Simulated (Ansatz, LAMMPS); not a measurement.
## Amorphous film on crystalline C with 5 % Si on C sites, (111) (192 atoms): taking the cell apart

Aim: the interaction energy between the two parts of amorphous film on crystalline C with 5 % Si on C sites, (111) (192 atoms) and its distance dependence.

Calculated with Ansatz 0.2.0; Kohn-Sham DFT, PBE, PAW (set soft_2), plane waves.

## 1. Starting point

The cell holds 192 atoms: 182 C and 10 Si. Its edges and angles: a = 10.086 Å, b = 8.735 Å, c = 24.600 Å, α = 90.0°, β = 90.0°, γ = 90.0°. It derives from C (diamond C) and Si. A 2 x 1 x 2 block of diamond C (a = 3.566 Å), 5 % of C replaced at random by Si with its (111) planes normal to z; the lower 50 % held fixed, the rest melted at 8000 K for 10 ps and cooled to 500 K at 200 K/ps with the Tersoff potential (Tersoff, Phys. Rev. B 39, 5566 (1989)); then all atoms free for 10 ps at 500 K, under 12 Å of vacuum. Minimised at fixed cell. Regions: crystal, 96 atoms (87 C and 9 Si); amorphous, 96 atoms (95 C and 1 Si). Vacuum lies along c.

What the set-up can't give: The network of bonds at the start is that of the classical potential that made the cell, and needn't be the one that DFT or experiment would give. The main run has no spin polarisation, so any moments at edges, vacancies or dangling bonds can't form in it.

## 2. Single point at the start

The forces at the start show how far the geometry lies from a minimum of this functional.

input.yaml

```yaml
crystal:
  lattice:
    - [10.08617, 0.0, 0.0]
    - [0.0, 8.73488, 0.0]
    - [0.0, 0.0, 24.60005]
  atoms:
    - { symbol: C, position: [0.11067, 0.94663, 0.01957] }
    - { symbol: Si, position: [0.99223, 0.02665, 0.07279] }
    - { symbol: C, position: [0.37559, 0.93286, 0.11753] }
    - { symbol: C, position: [0.38695, 0.94338, 0.18003] }
    - { symbol: C, position: [0.12439, 0.93641, 0.11956] }
    - { symbol: C, position: [0.11038, 0.94346, 0.18048] }
    - { symbol: C, position: [0.00069, 0.20089, 0.11183] }
    - { symbol: C, position: [0.99715, 0.1722, 0.17578] }
    - { symbol: C, position: [0.17003, 0.51604, 0.03809] }
    - { symbol: C, position: [0.23713, 0.53253, 0.09336] }
    - { symbol: C, position: [0.12925, 0.44234, 0.12211] }
    - { symbol: C, position: [0.13902, 0.44476, 0.18239] }
    - { symbol: Si, position: [0.40055, 0.46863, 0.10954] }
    - { symbol: C, position: [0.38031, 0.43746, 0.18574] }
    - { symbol: C, position: [0.24215, 0.68858, 0.11879] }
    - { symbol: C, position: [0.24828, 0.67275, 0.18246] }
    - { symbol: C, position: [0.25204, 0.18984, 0.12098] }
    - { symbol: C, position: [0.2518, 0.18865, 0.18207] }
    - { symbol: C, position: [0.12439, 0.10352, 0.20278] }
    - { symbol: C, position: [0.11974, 0.1031, 0.26828] }
    - { symbol: C, position: [0.37955, 0.10694, 0.19915] }
    - { symbol: Si, position: [0.37154, 0.10739, 0.2729] }
    - { symbol: C, position: [0.25501, 0.35432, 0.204] }
    - { symbol: C, position: [0.24423, 0.35859, 0.26779] }
    - { symbol: C, position: [0.99837, 0.68588, 0.1219] }
    - { symbol: C, position: [0.99767, 0.68776, 0.18425] }
    - { symbol: C, position: [0.37488, 0.6008, 0.20788] }
    - { symbol: C, position: [0.37478, 0.60449, 0.2727] }
    - { symbol: C, position: [0.1224, 0.60552, 0.20626] }
    - { symbol: C, position: [0.12116, 0.60553, 0.27113] }
    - { symbol: C, position: [0.99293, 0.85507, 0.20314] }
    - { symbol: C, position: [0.99736, 0.85618, 0.26748] }
    [... 154 atom lines left out ...]
    - { symbol: C, position: [0.62632, 0.76304, 0.29076] }
    - { symbol: C, position: [0.11764, 0.2523, 0.35116] }
    - { symbol: C, position: [0.87446, 0.77515, 0.28956] }
    - { symbol: C, position: [0.21319, 0.70723, 0.54031] }
    - { symbol: C, position: [0.74804, 0.01426, 0.28495] }
    - { symbol: C, position: [0.50707, 0.74305, 0.45224] }
kpoints:
  mp_grid: { grid: [1, 2, 1] }
hamiltonian:
  xc: pbe
scf:
  occupations: { method: fermi_dirac, width: 0.05 }
output:
  forces: true
```

The run is started by

```console
$ ansatz run input.yaml --threads 4 --pin off --max-ram 15872MiB --backend cpu --events-out ev --progress --plain --runs-dir out
```

Numbers of over 12 decimals in the logs are rounded to 6 here.

Output:

```text
[...]
Pseudopotentials: kind: paw
Pseudopotential: C, paw, valence charge 4, recommended cutoff 420 eV (normal), C.paw.azcp
Pseudopotential: Si, paw, valence charge 4, recommended cutoff 420 eV (normal), Si.paw.azcp
[... 5 lines on functional and potentials left out ...]
Crystal: 192 atoms, lattice volume = 2167.301 Å³
Basis set: ecut = 420 eV, 42395 PW (Γ), exchange–correlation on 144×120×360 points (8 copies of the dense FFT grid, shifted against one another)
Bands: 576, of which v1, the nominal top of the filled ones, is band 384 counted from 1 (383 counted from 0)
Symmetry: 1 space group operations
Space group: P1 (ITA 1), of the structure as read, at distance tolerance 1.3e-4 Å
k-points: 2
[... 5 lines on functional and potentials left out ...]
Initial density: superposition of atomic densities (neutral atoms: chi_scale 0, normalization atom), corrected by the library's trained network
Initial wavefunctions: pseudopotential atomic-orbital guess
[...]
SCF iter   1: F=—  HF=-51854.871469 eV  |F-HF|=—  |Δ(HF+E_count)|=         —  Δρ=1.44e-2  dr2=2.13e1  ethr=1.77e-3  ⟨swp⟩=7.0  Hψ=6011  notcnv=0  defer=293
preconditioner: auto → LDOS  [metal: Δε(μ)=0.040 eV  Ē_g=14.388 eV  σ=0.050 eV  W_gap=0.19  n_scr=452 (ndim 8)  ℏωp=22.1 eV  f_vac=0.341  D(μ)=34.74/eV (n_scr^D=188)  β→1.0]
[...]
SCF iter  19: F=—  HF=-51853.153897 eV  |F-HF|=—  |Δ(HF+E_count)|=   7.93e-8  Δρ=2.56e-6  dr2=2.68e-7  ethr=1.40e-10  ⟨swp⟩=3.0  Hψ=1508  notcnv=0  defer=326
SCF iter  20: F=-51853.153897 eV  HF=-51853.153897 eV  |F-HF|=4.26e-8  |Δ(HF+E_count)|=   1.76e-8  Δρ=1.53e-6  dr2=7.63e-8  ethr=1.30e-11  ⟨swp⟩=4.0  Hψ=3419  notcnv=0
SCF 1 converged in 20 iterations: F = -51853.153897 eV  dr2 = 7.63e-8
[...]
SCF converged after 20 iterations
Free energy (F): -51853.153897 eV
Harris-Foulkes:  -51853.153897 eV  (|F-HF|=4.26e-8)
Internal energy: -51852.784851 eV  (E = F + TS)
E sigma→0 (E₀):  -51852.969374 eV
Entropy (-TS):   -0.369046 eV (-1.922 meV/atom)
Fermi energy:    4.670832 eV
--- Per-component energies (eV) ---
[...]
Σ components = -51853.153897   (vs F -51853.153897, Δ=0.00e0)
--- Forces (eV/Å), atoms counted from 1 ---
  atom   1  C      1.81532903    -2.35634691     1.45375163
  atom   2  Si    -0.24099760    -1.31030016    -0.62272569
  atom   3  C     -1.15504569    -0.99083167     1.00631105
  atom   4  C      0.87066776     0.64584715    -0.14591129
[...]
atom 192  C      0.77156121     0.66989078     0.15026973
  max |Σ_I F_I| component: 2.32e-4 eV/Å
```

The job ended after 3.3 min (4 threads of Arm Neoverse N1, shared host; peak memory 11 GiB).

In the SCF lines HF is the Harris–Foulkes energy and dr2 the Hartree energy of the density residual, in eV; the loop may stop once dr2 is under the threshold and the program's other checks hold. Hψ counts applications of the Hamiltonian.

The r.m.s. force at the start is 1.2 eV/Å.

## 3. Relaxation

The atoms are relaxed in the fixed cell, aiming at the force tolerance of the input.

input.yaml

```yaml
crystal:
  lattice:
    - [10.08617, 0.0, 0.0]
    - [0.0, 8.73488, 0.0]
    - [0.0, 0.0, 24.60005]
  atoms:
    [... the 192 atom lines of step 2 ...]
kpoints:
  mp_grid: { grid: [1, 2, 1] }
hamiltonian:
  xc: pbe
scf:
  occupations: { method: fermi_dirac, width: 0.05 }
output:
  forces: true
relax:
  f_tol: 0.05
  max_steps: 120
```

Output:

```text
[...]
Crystal: 192 atoms, lattice volume = 2167.301 Å³
Basis set: ecut = 420 eV, 42395 PW (Γ), exchange–correlation on 144×120×360 points (8 copies of the dense FFT grid, shifted against one another)
Bands: 576, of which v1, the nominal top of the filled ones, is band 384 counted from 1 (383 counted from 0)
Symmetry: 1 space group operations
[...]
k-points: 2
[...]
SCF iter   1: F=—  HF=-51854.871471 eV  |F-HF|=—  |Δ(HF+E_count)|=         —  Δρ=1.44e-2  dr2=2.13e1  ethr=1.77e-3  ⟨swp⟩=7.0  Hψ=6011  notcnv=0  defer=293
[...]
SCF iter  15: F=—  HF=-51853.153923 eV  |F-HF|=—  |Δ(HF+E_count)|=   3.08e-5  Δρ=1.03e-4  dr2=1.10e-3  ethr=1.93e-7  ⟨swp⟩=1.5  Hψ=827  notcnv=0  defer=326
SCF iter  16: F=-51853.153869 eV  HF=-51853.153898 eV  |F-HF|=2.86e-5  |Δ(HF+E_count)|=   2.56e-5  Δρ=2.66e-5  dr2=3.62e-5  ethr=8.14e-9  ⟨swp⟩=3.0  Hψ=3312  notcnv=0
SCF 1 converged in 16 iterations: F = -51853.153869 eV  dr2 = 3.62e-5
[...]
relax step   1: F+E_penalty+E_count = -51853.15386905 eV  Δ(F+E_penalty+E_count) = +0.000e0 eV  max|allowed force component| = 5.143e0 eV/Å  Δτ_max = 0.0000 Å  (16 SCF iters, dr2 threshold 6.25e-5 eV, accepted)
[...]
relax step   2: F+E_penalty+E_count = -51864.25127893 eV  Δ(F+E_penalty+E_count) = -1.110e1 eV  max|allowed force component| = 3.420e0 eV/Å  Δτ_max = 0.1949 Å  (9 SCF iters, dr2 threshold 1.00e-4 eV, accepted)
[...]
relax step   3: F+E_penalty+E_count = -51869.91531099 eV  Δ(F+E_penalty+E_count) = -5.664e0 eV  max|allowed force component| = 2.423e0 eV/Å  Δτ_max = 0.1928 Å  (9 SCF iters, dr2 threshold 1.00e-4 eV, accepted)
relax step   4: F+E_penalty+E_count = -51873.26376276 eV  Δ(F+E_penalty+E_count) = -3.348e0 eV  max|allowed force component| = 2.811e0 eV/Å  Δτ_max = 0.2000 Å  (9 SCF iters, dr2 threshold 1.00e-4 eV, accepted)
relax step   5: F+E_penalty+E_count = -51876.89485687 eV  Δ(F+E_penalty+E_count) = -3.631e0 eV  max|allowed force component| = 3.398e0 eV/Å  Δτ_max = 0.1924 Å  (9 SCF iters, dr2 threshold 1.00e-4 eV, accepted)
relax step   6: F+E_penalty+E_count = -51879.60244452 eV  Δ(F+E_penalty+E_count) = -2.708e0 eV  max|allowed force component| = 2.339e0 eV/Å  Δτ_max = 0.1956 Å  (8 SCF iters, dr2 threshold 1.00e-4 eV, accepted)
relax step   7: F+E_penalty+E_count = -51881.27382574 eV  Δ(F+E_penalty+E_count) = -1.671e0 eV  max|allowed force component| = 1.195e1 eV/Å  Δτ_max = 0.1921 Å  (9 SCF iters, dr2 threshold 1.00e-4 eV, accepted)
relax step   8: F+E_penalty+E_count = -51883.48215785 eV  Δ(F+E_penalty+E_count) = -2.208e0 eV  max|allowed force component| = 2.241e0 eV/Å  Δτ_max = 0.1925 Å  (10 SCF iters, dr2 threshold 1.00e-4 eV, accepted)
relax step   9: F+E_penalty+E_count = -51884.82020589 eV  Δ(F+E_penalty+E_count) = -1.338e0 eV  max|allowed force component| = 1.755e0 eV/Å  Δτ_max = 0.1950 Å  (10 SCF iters, dr2 threshold 1.00e-4 eV, accepted)
relax step  10: F+E_penalty+E_count = -51885.29147595 eV  Δ(F+E_penalty+E_count) = -4.713e-1 eV  max|allowed force component| = 2.545e0 eV/Å  Δτ_max = 0.1905 Å  (9 SCF iters, dr2 threshold 1.00e-4 eV, accepted)
relax step  11: F+E_penalty+E_count = -51885.92975733 eV  Δ(F+E_penalty+E_count) = -6.383e-1 eV  max|allowed force component| = 2.092e0 eV/Å  Δτ_max = 0.1079 Å  (8 SCF iters, dr2 threshold 1.00e-4 eV, accepted)
relax step  12: F+E_penalty+E_count = -51887.21132995 eV  Δ(F+E_penalty+E_count) = -1.282e0 eV  max|allowed force component| = 1.825e0 eV/Å  Δτ_max = 0.1951 Å  (9 SCF iters, dr2 threshold 1.00e-4 eV, accepted)
relax step  13: F+E_penalty+E_count = -51888.36019450 eV  Δ(F+E_penalty+E_count) = -1.149e0 eV  max|allowed force component| = 3.481e0 eV/Å  Δτ_max = 0.1948 Å  (9 SCF iters, dr2 threshold 1.00e-4 eV, accepted)
relax step  14: F+E_penalty+E_count = -51889.03037155 eV  Δ(F+E_penalty+E_count) = -6.702e-1 eV  max|allowed force component| = 4.382e0 eV/Å  Δτ_max = 0.1938 Å  (9 SCF iters, dr2 threshold 1.00e-4 eV, accepted)
relax step  15: F+E_penalty+E_count = -51889.95370680 eV  Δ(F+E_penalty+E_count) = -9.233e-1 eV  max|allowed force component| = 1.373e0 eV/Å  Δτ_max = 0.0951 Å  (8 SCF iters, dr2 threshold 1.00e-4 eV, accepted)
relax step  16: F+E_penalty+E_count = -51890.68357950 eV  Δ(F+E_penalty+E_count) = -7.299e-1 eV  max|allowed force component| = 1.032e0 eV/Å  Δτ_max = 0.2000 Å  (9 SCF iters, dr2 threshold 1.00e-4 eV, accepted)
relax step  17: F+E_penalty+E_count = -51891.08905829 eV  Δ(F+E_penalty+E_count) = -4.055e-1 eV  max|allowed force component| = 1.050e0 eV/Å  Δτ_max = 0.1865 Å  (9 SCF iters, dr2 threshold 1.00e-4 eV, accepted)
relax step  18: F+E_penalty+E_count = -51891.54956061 eV  Δ(F+E_penalty+E_count) = -4.605e-1 eV  max|allowed force component| = 1.742e0 eV/Å  Δτ_max = 0.1911 Å  (9 SCF iters, dr2 threshold 1.00e-4 eV, accepted)
relax step  19: F+E_penalty+E_count = -51892.57469850 eV  Δ(F+E_penalty+E_count) = -1.025e0 eV  max|allowed force component| = 2.354e0 eV/Å  Δτ_max = 0.1950 Å  (9 SCF iters, dr2 threshold 1.00e-4 eV, accepted)
relax step  20: F+E_penalty+E_count = -51893.38229981 eV  Δ(F+E_penalty+E_count) = -8.076e-1 eV  max|allowed force component| = 2.207e0 eV/Å  Δτ_max = 0.1960 Å  (9 SCF iters, dr2 threshold 1.00e-4 eV, accepted)
relax step  21: F+E_penalty+E_count = -51893.60922824 eV  Δ(F+E_penalty+E_count) = -2.269e-1 eV  max|allowed force component| = 5.156e0 eV/Å  Δτ_max = 0.1329 Å  (10 SCF iters, dr2 threshold 1.00e-4 eV, accepted)
relax step  22: F+E_penalty+E_count = -51893.97637570 eV  Δ(F+E_penalty+E_count) = -3.671e-1 eV  max|allowed force component| = 5.342e-1 eV/Å  Δτ_max = 0.0737 Å  (8 SCF iters, dr2 threshold 1.00e-4 eV, accepted)
relax step  23: F+E_penalty+E_count = -51894.03893162 eV  Δ(F+E_penalty+E_count) = -6.256e-2 eV  max|allowed force component| = 3.310e-1 eV/Å  Δτ_max = 0.0730 Å  (9 SCF iters, dr2 threshold 1.78e-5 eV, accepted)
relax step  24: F+E_penalty+E_count = -51894.06267408 eV  Δ(F+E_penalty+E_count) = -2.374e-2 eV  max|allowed force component| = 1.626e-1 eV/Å  Δτ_max = 0.0406 Å  (9 SCF iters, dr2 threshold 6.85e-6 eV, accepted)
[...]
relax step  58: F+E_penalty+E_count = -51897.42283517 eV  Δ(F+E_penalty+E_count) = -7.381e-3 eV  max|allowed force component| = 3.948e-1 eV/Å  Δτ_max = 0.1973 Å  (14 SCF iters, accepted)
[...]
relax step  61: F+E_penalty+E_count = -51897.44435336 eV  Δ(F+E_penalty+E_count) = -4.598e-3 eV  max|allowed force component| = 2.330e-1 eV/Å  Δτ_max = 0.1012 Å  (7 SCF iters, dr2 threshold 1.27e-5 eV, accepted)
relax step  62: F+E_penalty+E_count = -51897.44876449 eV  Δ(F+E_penalty+E_count) = -4.411e-3 eV  max|allowed force component| = 3.288e-1 eV/Å  Δτ_max = 0.1400 Å  (5 SCF iters, dr2 threshold 4.67e-5 eV, accepted)
relax step  63: F+E_penalty+E_count = -51897.45332515 eV  Δ(F+E_penalty+E_count) = -4.561e-3 eV  max|allowed force component| = 3.787e-1 eV/Å  Δτ_max = 0.1190 Å  (5 SCF iters, dr2 threshold 1.00e-4 eV, accepted)
relax step  64: F+E_penalty+E_count = -51897.46693985 eV  Δ(F+E_penalty+E_count) = -1.361e-2 eV  max|allowed force component| = 4.006e-1 eV/Å  Δτ_max = 0.2000 Å  (8 SCF iters, dr2 threshold 1.00e-4 eV, accepted)
relax step  65: F+E_penalty+E_count = -51897.47861471 eV  Δ(F+E_penalty+E_count) = -1.167e-2 eV  max|allowed force component| = 4.978e-1 eV/Å  Δτ_max = 0.1965 Å  (7 SCF iters, dr2 threshold 1.00e-4 eV, accepted)
relax step  66: F+E_penalty+E_count = -51897.48708327 eV  Δ(F+E_penalty+E_count) = -8.469e-3 eV  max|allowed force component| = 5.907e-1 eV/Å  Δτ_max = 0.1753 Å  (6 SCF iters, dr2 threshold 1.00e-4 eV, accepted)
relax step  67: F+E_penalty+E_count = -51897.50063056 eV  Δ(F+E_penalty+E_count) = -1.355e-2 eV  max|allowed force component| = 2.181e-1 eV/Å  Δτ_max = 0.0853 Å  (5 SCF iters, dr2 threshold 1.00e-4 eV, accepted)
relax step  68: F+E_penalty+E_count = -51897.50484888 eV  Δ(F+E_penalty+E_count) = -4.218e-3 eV  max|allowed force component| = 5.210e-2 eV/Å  Δτ_max = 0.0619 Å  (6 SCF iters, dr2 threshold 6.49e-6 eV, accepted)
[...]
relax step  69: F+E_penalty+E_count = -51897.50621804 eV  Δ(F+E_penalty+E_count) = -1.369e-3 eV  max|allowed force component| = 3.986e-2 eV/Å  Δτ_max = 0.0500 Å  (9 SCF iters, accepted)
SCF converged after 9 iterations
Free energy (F): -51897.506218 eV
[...]
Internal energy: -51897.337327 eV  (E = F + TS)
E sigma→0 (E₀):  -51897.421773 eV
Entropy (-TS):   -0.168891 eV (-0.880 meV/atom)
Fermi energy:    5.122593 eV
[...]
Σ components = -51897.506218   (vs F -51897.506218, Δ=0.00e0)
--- Forces (eV/Å), atoms counted from 1 ---
  atom   1  C      0.00223813     0.00106158    -0.00185763
  atom   2  Si    -0.00182053    -0.00018789     0.00179438
  atom   3  C      0.00231171    -0.00080602    -0.00035997
  atom   4  C      0.00132053    -0.00069821    -0.00125176
[...]
atom 192  C      0.00145733    -0.00020389     0.00125750
  max |Σ_I F_I| component: 1.85e-4 eV/Å
--- Relaxed structure (69 steps of the walk, 69 accepted, 0 SCFs on fresh bases) ---
  F+E_penalty+E_count = -51897.50621804 eV   max|allowed force component| = 3.986e-2 eV/Å
  atoms:
    - { symbol: C, position: [0.122014, 0.945102, 0.022127] }
    - { symbol: Si, position: [1.010765, 0.017128, 0.079971] }
    - { symbol: C, position: [0.392687, 0.932405, 0.125718] }
    - { symbol: C, position: [0.395665, 0.948043, 0.185621] }
[...]
- { symbol: C, position: [0.519289, 0.736159, 0.450300] }
```

The job ended after 2.6 h (4 threads; peak memory 11 GiB).

The relaxation converged after 69 steps, 44.4 eV below its start, with a largest force component of 0.040 eV/Å.

(Part 1 of 3 ends here.)

[Logs are printed without paths, hosts, clocks, repeated set-up lines and the standing remarks that a program may print on its own settings, such as how far it seeks lower states.]

[Hosts, paths, dates, database ids (printed as entryN), source tags and the programs' standing remarks are cut or masked in the printed files.]
